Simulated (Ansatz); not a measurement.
Cs2PbI2Cl2 (I4/mmm), computed twice by G0W0.

```cif
data_structure
_symmetry_space_group_name_H-M 'P 1'
_symmetry_Int_Tables_number 1
_cell_length_a 10.5620
_cell_length_b 10.5620
_cell_length_c 10.5620
_cell_angle_alpha 148.309
_cell_angle_beta 148.309
_cell_angle_gamma 45.429
_cell_volume 324.12
loop_
_atom_site_label
_atom_site_type_symbol
_atom_site_fract_x
_atom_site_fract_y
_atom_site_fract_z
_atom_site_occupancy
Cs1 Cs 0.36865 0.36865 0.00000 1
Cs2 Cs 0.63135 0.63135 0.00000 1
Pb3 Pb 0.00000 0.00000 0.00000 1
I4 I 0.16633 0.16633 0.00000 1
I5 I 0.83367 0.83367 0.00000 1
Cl6 Cl 0.50000 0.00000 0.50000 1
Cl7 Cl 0.00000 0.50000 0.50000 1
```

The cell and positions are those that the Materials Project relaxed with its own functionals (PBE, PBE+U or r2SCAN), kept fixed. Spin-orbit coupling is left out unless a run names it.

The first (Ansatz 0.2.0; start PBE with 30 % exact exchange, 4×4×4 mesh, 1090 empty bands, screening to 130 eV, PAW set soft_1 files; 1 × NVIDIA H100 80GB HBM3 (shared by 6 runs) with 2 threads of AMD EPYC 7R13 (Zen 3), shared host) gave, on its mesh: starting gap 4.21 eV, G0W0 gap 4.75 eV, RPA ε∞ (mean) 2.61, 8.1 min.

Q: The second changes start from PBE with 30 % exact exchange to PBE with 35 % exact exchange. What does it give?

It gave: starting gap 4.51 eV, G0W0 gap 4.85 eV, RPA ε∞ (mean) 2.53, 8.3 min. The G0W0 gap moves by +0.10 eV, +0.29 eV from the start and −0.19 eV from the correction. Σc changes by −0.05 eV at the valence top and +0.04 eV at the conduction bottom, and Σx − Vxc between them by −0.28 eV.

Limits: not at the basis limit; no spin-orbit coupling.

[Paths, hosts, dates, memory and timing lines, banners, echoed tables and standing remarks are left out of the program output.]

[Logs are printed without paths, hosts, clocks, repeated set-up lines and the standing remarks that a program may print on its own settings, such as how far it seeks lower states.]

[Runs of the session that timed out or met a known fault of the program may be left out.]

[Cells called generated may have been cut or substituted from an entry of the Crystallography Open Database or the Materials Project.]

[Hosts, paths, dates, database ids (printed as entryN), source tags and the programs' standing remarks are cut or masked in the printed files.]
